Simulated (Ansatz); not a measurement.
# What TaAgS3 (model cell, started as cubic perovskite with Ta in the octahedra) distorts into

Aim: this structure of TaAgS3 (model cell, started as cubic perovskite with Ta in the octahedra) is to be tested for unstable modes, and one is followed downhill.

Main program and level: Ansatz 0.2.0; DFT PBE, scalar-relativistic, plane waves, PAW; PAW set soft_1.

Most raw output is cut from this account.

The structure was built from a prototype and need not be the compound's stable phase.

**1. Starting point**

Symmetry: Pm-3m, No. 221, cubic system. Conventional cell: a = 4.811 Å, b = 4.811 Å, c = 4.811 Å, α = 90.00°, β = 90.00°, γ = 90.00°. Ag has 12 S at 3.40 Å nearest. Nearest to Ta lie 6 S at 2.41 Å. Nearest to S lie 2 Ta at 2.41 Å. Farther neighbours and most contacts between anions are not listed.

**2. Phonons on a q mesh**

The cell comes from relaxations at this level that are not shown. Stability and thermal properties need the whole zone. Linear response on a 2×2×2 q mesh gives force constants as far as a supercell of that size would.

input.yaml

```yaml
crystal:
  lattice:
    - [4.8114923399, 0.0, 0.0]
    - [0.0, 4.8114923399, 0.0]
    - [0.0, 0.0, 4.8114923399]
  atoms:
    - { symbol: Ag, position: [0.0, 0.0, 0.0] }
    - { symbol: Ta, position: [0.5, 0.5, 0.5] }
    - { symbol: S, position: [0.5, 0.5, 0.0] }
    - { symbol: S, position: [0.5, 0.0, 0.5] }
    - { symbol: S, position: [0.0, 0.5, 0.5] }
kpoints:
  mp_grid: { grid: [8, 8, 8] }
hamiltonian:
  xc: pbe
  pseudopotentials: { kind: paw, azcp: { folder: soft_1 } }
scf:
  occupations: { method: methfessel_paxton, width: 0.2 }
output:
  eigenvalues: true
phonons:
  method: dfpt
  qmesh: [2, 2, 2]
  temperatures: { t_max: 1000, t_step: 50 }
  qpath:
    path:
      - [[0.0, 0.0, 0.0], [0.0, 0.5, 0.0], [0.5, 0.5, 0.0], [0.0, 0.0, 0.0], [0.5, 0.5, 0.5], [0.0, 0.5, 0.0]]
      - [[0.5, 0.5, 0.5], [0.5, 0.5, 0.0]]
    npoints: 10
```

Run with:

```bash
> ansatz run input.yaml --threads 4 --pin off --max-ram 16384MiB --backend cpu --events-out ev --progress --plain --runs-dir out
```

The job ended after 4.5 min (4 threads of Arm Neoverse V1, shared host; peak memory 1.3 GiB; 17 min of CPU time).

Numbers from this step:

| Quantity | Value |
| --- | --- |
| volume per atom | 22.28 Å³ |
| gap on the k-mesh | 0 eV |
| sum-rule residual before enforcement | 3.38e-5 eV/Å² |
| lowest frequency on the path | -181.0 cm⁻¹ |
| point group | m-3m |
| highest frequency on the path or at a solved wavevector | 501.8 cm⁻¹ |
| highest optical mode at the zone centre (no LO-TO term) | 338.7 cm⁻¹ |
| lowest optical zone-centre mode | -127.2 cm⁻¹ |
| lowest mode on the q mesh (acoustic modes at Γ apart) | -181.0 cm⁻¹ |

Frequencies (cm⁻¹) solved at each irreducible wavevector; negative means imaginary. Frequencies by wavevector, by row:

```tsv
q in reciprocal lattice units	star	mode 1	mode 2	mode 3	mode 4	mode 13	mode 14	mode 15
0 0 0	1	-127.2	-127.2	-127.2	-86.1	338.7	338.7	338.7
0 0 -0.5	3	-97.4	-59.9	-59.9	-55.6	334.3	334.3	440.9
0 -0.5 -0.5	3	-181	-55.7	-55.7	-48.8	192.2	330.9	476.6
-0.5 -0.5 -0.5	1	-173.6	-173.6	-173.6	-138.3	192.4	192.4	501.8
```

Interpolated from a 2×2×2 q mesh. The phonon branches at the labelled points (cm⁻¹):

```tsv
point	branch 1	branch 2	branch 3	branch 4	branch 12	branch 13	branch 14	branch 15
Γ	-127	-127	-127	-86	0	339	339	339
halfway	-113	-94	-94	-64	124	337	337	389
X	-97	-60	-60	-56	183	334	334	441
halfway	-147	-56	-52	-51	192	270	333	461
M	-181	-56	-56	-49	183	192	331	477
halfway	-135	-60	-58	-55	158	302	335	428
Γ	-127	-127	-127	-86	0	339	339	339
halfway	-135	-111	-111	-52	172	279	279	461
R	-174	-174	-174	-138	192	192	192	502
halfway	-148	-121	-112	-53	196	226	251	484
X	-97	-60	-60	-56	183	334	334	441
jump to R	-174	-174	-174	-138	192	192	192	502
halfway	-177	-127	-127	-53	185	192	204	496
M	-181	-56	-56	-49	183	192	331	477
```

Symmetry leaves 4 wavevectors to solve. The lowest mode among them, the acoustic zeros apart, lies at q = (0, -0.5, -0.5) and is imaginary, 181.0i cm⁻¹, so the energy falls along it.

**3. The mode frozen in, largest atomic shift 0 Å**

The mode followed lies at q = (0, -0.5, -0.5) with frequency 181.0i cm⁻¹, the softest among the wavevectors solved. At small amplitude the distorted cell has space group no. 127 by a symmetry search on the positions. The undistorted cell that holds it gives the zero of energy on the same k mesh.

System of this step: TaAgS3 (model cell, started as cubic perovskite with Ta in the octahedra). It takes space group Pm-3m (No. 221, cubic). The conventional cell has a = 4.811 Å, b = 4.811 Å, c = 4.811 Å, α = 90.00°, β = 90.00°, γ = 90.00°. Nearest to Ag lie 12 S at 3.40 Å. Ta has 6 S at 2.41 Å nearest. S has 2 Ta at 2.41 Å nearest. S has 2 Ta at 2.41 Å nearest. Farther neighbours and most contacts between anions are not listed.

input.yaml

```yaml
crystal:
  lattice:
    - [-4.8114923399, 0.0, 0.0]
    - [0.0, -4.8114923399, -4.8114923399]
    - [0.0, -4.8114923399, 4.8114923399]
  atoms:
    - { symbol: Ag, position: [1.0, 0.0, 0.0] }
    - { symbol: Ag, position: [1.0, 0.5, 0.5] }
    - { symbol: Ta, position: [0.5, 1.0, 0.5] }
    - { symbol: Ta, position: [0.5, 0.5, 0.0] }
    - { symbol: S, position: [0.5, 0.25, 0.25] }
    - { symbol: S, position: [0.5, 0.75, 0.75] }
    - { symbol: S, position: [0.5, 0.75, 0.25] }
    - { symbol: S, position: [0.5, 0.25, 0.75] }
    - { symbol: S, position: [0.0, 1.0, 0.5] }
    - { symbol: S, position: [0.0, 0.5, 0.0] }
kpoints:
  mp_grid: { grid: [8, 6, 6] }
hamiltonian:
  xc: pbe
  pseudopotentials: { kind: paw, azcp: { folder: soft_1 } }
scf:
  occupations: { method: methfessel_paxton, width: 0.2 }
output:
  forces: true
  stress: true
  eigenvalues: true
```

It took 10 s on 4 threads; peak memory 0.89 GiB; 41 s of CPU time.

Numbers from this step:

* pressure: -0.04849 GPa
* energy from the undistorted cell: 0 meV/atom

The run ends at a pressure of -0.05 GPa.

**4. The mode frozen in, largest atomic shift 0.6 Å**

The atoms are moved along the unstable eigenvector, the largest shift by 0.6 Å, with the cell fixed.

input.yaml, the sections that differ from step 3:

```yaml
crystal:
  lattice:
    - [-4.8114923399, 0.0, 0.0]
    - [0.0, -4.8114923399, -4.8114923399]
    - [0.0, -4.8114923399, 4.8114923399]
  atoms:
    - { symbol: Ag, position: [1.0, 0.0, 0.0] }
    - { symbol: Ag, position: [1.0, 0.5, 0.5] }
    - { symbol: Ta, position: [0.5, 1.0, 0.5] }
    - { symbol: Ta, position: [0.5, 0.5, 0.0] }
    - { symbol: S, position: [0.5, 0.1876492824, 0.1876492824] }
    - { symbol: S, position: [0.5, 0.8123507176, 0.8123507176] }
    - { symbol: S, position: [0.5, 0.6876492824, 0.3123507176] }
    - { symbol: S, position: [0.5, 0.3123507176, 0.6876492824] }
    - { symbol: S, position: [0.0, 1.0, 0.5] }
    - { symbol: S, position: [0.0, 0.5, 0.0] }
# kpoints, hamiltonian, scf, output: as in step 3
```

The job ended after 11 s (4 threads; peak memory 0.89 GiB).

Numbers from this step:

```yaml
pressure: -4.454 GPa
energy_from_the_undistorted_cell: -141.2 meV/atom
```

The energy, extrapolated to zero smearing, is -141.23 meV/atom against the undistorted cell.

The run ends at a pressure of -4.45 GPa, with forces up to 0.55 eV/Å.

**5. Energy along the mode, all amplitudes (two of the runs are shown above)**

An imaginary frequency means negative curvature, so the energy should fall and then rise again as anharmonic terms take over.

Numbers from this step:

| Quantity | Value |
| --- | --- |
| depth at the lowest point sampled | 141.2 meV/atom |
| largest atomic shift at that point | 0.6 Å |

The energy from the parent by largest atomic shift:

```tsv
largest atomic shift (Å)	energy from the parent (meV/atom)
0.000	0
0.040	-1.17
0.080	-4.65
0.140	-13.9
0.220	-32.3
0.320	-60.9
0.450	-101
0.600	-141
```

Displacement at unit largest shift by atom:

```tsv
atom	x (Å)	y (Å)	z (Å)	size
Ag1	0.00	0.00	0.00	0.00
Ag2	0.00	0.00	0.00	0.00
Ta3	0.00	0.00	0.00	0.00
Ta4	0.00	0.00	0.00	0.00
S5	0.00	1.00	0.00	1.00
S6	0.00	-1.00	0.00	1.00
S7	0.00	0.00	1.00	1.00
S8	0.00	0.00	-1.00	1.00
S9	0.00	0.00	0.00	0.00
S10	0.00	0.00	0.00	0.00
```

The lowest of the steps tried is the last one, at 0.6 Å, 141 meV/atom below the parent; the bottom of the well need not coincide with a step.

**6. Relaxing from the distorted cell**

Starting from the lowest point found, all atoms and the cell are let go, so that strain and other modes of the same symmetry can join in.

Edit input.yaml of step 4 so:

```diff
@@ -27 +27,6 @@
   eigenvalues: true
+relax:
+  adjacent_minimum: "off"
+  f_tol: 0.002
+  max_steps: 120
+  cell: { stress_tol: 0.03 }
```

Run time: 86 s. Hardware: 4 threads; peak memory 0.94 GiB.

Step by step:

```tsv
step	energy less that of the first step (eV)	largest force component (eV/Å)	pressure (GPa)	volume (Å³)
1	0.0000	0.5546	-4.45	222.78
2	-0.5847	0.2855	0.02	205.59
3	-0.6075	0.1763	0.23	202.83
4	-0.6223	0.0208	-0.02	204.41
5	-0.6230	0.0016	-0.09	204.64
6	-0.6231	0.0052	0.07	204.34
7	-0.6231	0.0000	0.00	204.46
8*	-0.6196	0.0002	0.00	204.46
```

Relaxation steps marked * repeat the geometry before them on a plane-wave basis chosen anew for their cell, so energy and pressure can jump there.

The run keeps the 16 symmetry operations that it works with, so distortions that break them were not tested.

```tsv
cell as run	before	after	change
a (Å)	4.811	4.706	-2.2 %
b (Å)	6.804	6.591	-3.1 %
c (Å)	6.804	6.591	-3.1 %
volume (Å³/atom)	22.28	20.45	-8.2 %
```

The atoms that moved most (Å, as changes of fractional coordinates times the final cell):

```tsv
atom	dx	dy	dz	length
S6	0.000	-0.243	0.000	0.243
S8	0.000	0.000	-0.243	0.243
S7	0.000	0.000	0.243	0.243
S5	0.000	0.243	0.000	0.243
```

Numbers from this step:

| Item | Value |
| --- | --- |
| pressure | -5.19e-4 GPa |
| volume per atom | 20.45 Å³ |

The distorted start has space group P4/mbm; the relaxation ends in P4/mbm.

**7. The new phase in its own primitive cell**

The relaxed structure is symmetrised, reduced to its primitive cell and relaxed tightly, as its phonons need.

input.yaml

```yaml
crystal:
  lattice:
    - [6.5910688876, 0.0, 0.0]
    - [0.0, 6.5910688876, 0.0]
    - [0.0, 0.0, 4.7064650758]
  atoms:
    - { symbol: Ag, position: [0.0, 0.5, 0.0] }
    - { symbol: Ag, position: [0.5, 0.0, 0.0] }
    - { symbol: Ta, position: [0.0, 0.0, 0.5] }
    - { symbol: Ta, position: [0.5, 0.5, 0.5] }
    - { symbol: S, position: [0.1615673668, 0.6615673668, 0.5] }
    - { symbol: S, position: [0.8384326332, 0.3384326332, 0.5] }
    - { symbol: S, position: [0.6615673668, 0.8384326332, 0.5] }
    - { symbol: S, position: [0.3384326332, 0.1615673668, 0.5] }
    - { symbol: S, position: [0.0, 0.0, 0.0] }
    - { symbol: S, position: [0.5, 0.5, 0.0] }
kpoints:
  mp_grid: { grid: [6, 6, 8] }
hamiltonian:
  xc: pbe
  pseudopotentials: { kind: paw, azcp: { folder: soft_1 } }
scf:
  occupations: { method: methfessel_paxton, width: 0.2 }
output:
  forces: true
  stress: true
  eigenvalues: true
relax:
  adjacent_minimum: "off"
  f_tol: 0.001
  max_steps: 60
  cell: { stress_tol: 0.01 }
```

Elapsed: 26 s, on 4 threads; peak memory 0.86 GiB; 1.7 min of CPU time.

Little changed from the start: no atom moved by 0.005 Å and no cell edge by 0.1 %.

This step gave:

| Item | Value |
| --- | --- |
| pressure | -5.21e-4 GPa |

The largest force component left is 0.12 meV/Å and the pressure is -0.001 GPa, within the tolerances set. The cell now holds 20.45 Å³/atom.

**8. Modes of the new phase, k-mesh 6×6×8**

A relaxed structure may still be a saddle point, so its zone-centre modes are computed. No field response is asked, since the mesh shows no gap.

Edit input.yaml of step 7 so:

```diff
@@ -24,9 +24,4 @@
 output:
-  forces: true
-  stress: true
   eigenvalues: true
-relax:
-  adjacent_minimum: "off"
-  f_tol: 0.001
-  max_steps: 60
-  cell: { stress_tol: 0.01 }
+phonons:
+  method: dfpt
```

Wall time 6.5 min (4 threads); peak memory 3.5 GiB; 24 min of CPU time.

Numbers from this step:

| Quantity | Value |
| --- | --- |
| sum-rule residual before enforcement | 2.45e-5 eV/Å² |
| point group | 4/mmm |
| highest optical mode at the zone centre (no LO-TO term) | 404.7 cm⁻¹ |
| lowest optical zone-centre mode | -65.04 cm⁻¹ |

Patterns of degenerate modes are one choice out of their space. Modes at Γ, with each element's share of the kinetic energy (negative means imaginary):

```tsv
mode	frequency (cm⁻¹)	symmetry	Ag %	Ta %	S %
1	-65.0	Eu	4	18	78
2	-65.0	Eu	4	18	78
3	0.0	acoustic	28	47	25
4	0.0	acoustic	28	47	25
5	0.0	acoustic	28	47	25
6	24.8	A1u	0	95	5
7	27.1	A2u	28	49	23
8	41.1	Eu	85	13	2
9	41.1	Eu	85	13	2
10	47.9	B1u	93	0	7
11	53.8	Eu	72	19	9
12	53.8	Eu	72	19	9
13	83.1	A2u	44	0	56
14	109.0	Eu	9	40	51
15	109.0	Eu	9	40	51
16	119.1	Eg	0	0	100
17	119.1	Eg	0	0	100
18	140.7	B1u	7	0	93
19	156.2	Eu	0	2	98
20	156.2	Eu	0	2	98
21	161.9	Eu	1	61	39
22	161.9	Eu	1	61	39
23	222.6	A1g	0	0	100
24	243.1	B2g	0	0	100
25	271.3	Eu	0	1	99
26	271.3	Eu	0	1	99
27	328.1	B1g	0	0	100
28	365.5	A1u	0	5	95
29	369.1	A2u	0	4	96
30	404.7	A2g	0	0	100
```

Displacements in mode 1 (-65.0 cm⁻¹), the largest set to 1:
```
Ag1  0.14 -0.07  0.00
Ag2 -0.12  0.00  0.00
Ta3 -0.02 -0.23  0.00
Ta4  0.14 -0.19  0.00
S5  -0.31  0.28  0.00
S6  -0.31  0.28  0.00
S7   0.19  0.14  0.00
S8   0.19  0.14  0.00
S9   0.21  1.00  0.00
S10 -0.70  0.74  0.00
```

Displacements in mode 13 (83.1 cm⁻¹), the largest set to 1:
```
Ag1  0.00  0.00  0.74
Ag2  0.00  0.00  0.74
Ta3  0.00  0.00  0.02
Ta4  0.00  0.00  0.02
S5   0.00  0.00 -1.00
S6   0.00  0.00 -1.00
S7   0.00  0.00 -1.00
S8   0.00  0.00 -1.00
S9   0.00  0.00 -0.61
S10  0.00  0.00 -0.61
```

Before it was imposed, the acoustic sum rule was missed by 2.5e-5 eV/Å². Small misses are needed for a sound result but don't prove that mesh and cutoff are converged. The lowest optical mode is imaginary, 65.0i cm⁻¹, so the energy falls along it.

**9. What came out**

```yaml
unstable_mode_of_the_parent: q = (0, -0.5, -0.5), 181i cm⁻¹
depth_at_the_lowest_point_sampled: 141 meV/atom
largest_atomic_shift_at_that_point: 0.6 Å
space_group_reached_within_0p01_a: P4/mbm
energy_gained_over_the_parent_first_relaxation_on_the_mesh_of_the_frozen_mode: 204 meV/atom
volume_per_atom_phase_reached: 20.4 Å³
lowest_optical_zone_centre_mode_phase_reached: -65.0 cm⁻¹
highest_optical_mode_at_the_zone_centre_no_lo_to_term_phase_reached: 405 cm⁻¹
```

**Reading.** Along this mode the structure falls into P4/mbm, 204 meV/atom below the parent. At the parent's cell the well is 141.2 meV/atom deep on the steps tried, with its lowest point at a shift of 0.6 Å. That is the last step tried, so the steps alone don't bracket the bottom of the well. Relaxing atoms and cell changes the gain by +62.30 meV/atom against the lowest step (energies at zero smearing). The new phase still has an imaginary mode at the zone centre of its cell, so it is a saddle point on the way to a lower structure. Of the 4 patterns followed to their end from this parent, this one ends 78.9 meV/atom above the lowest, Imma. Each path keeps the symmetry of its pattern, so a lower phase may lie along a pattern not tried. With no gap, or one that is small against the smearing, the frequencies hang on the k mesh and the smearing, most of all near Kohn anomalies. A semilocal functional can close a gap that the real compound would have, so the metallic treatment may be an artefact of the level. Spin-orbit coupling is left out, which can matter for the heavy elements here. A phonon run warned that its eigensolver left some bands unconverged in a pass. The starting cell was built on a prototype and not taken from a measurement, so the phase need not exist.

[Logs are printed without paths, hosts, clocks, repeated set-up lines and the standing remarks that a program may print on its own settings, such as how far it seeks lower states.]

[Hosts, paths, dates, database ids (printed as entryN), source tags and the programs' standing remarks are cut or masked in the printed files.]
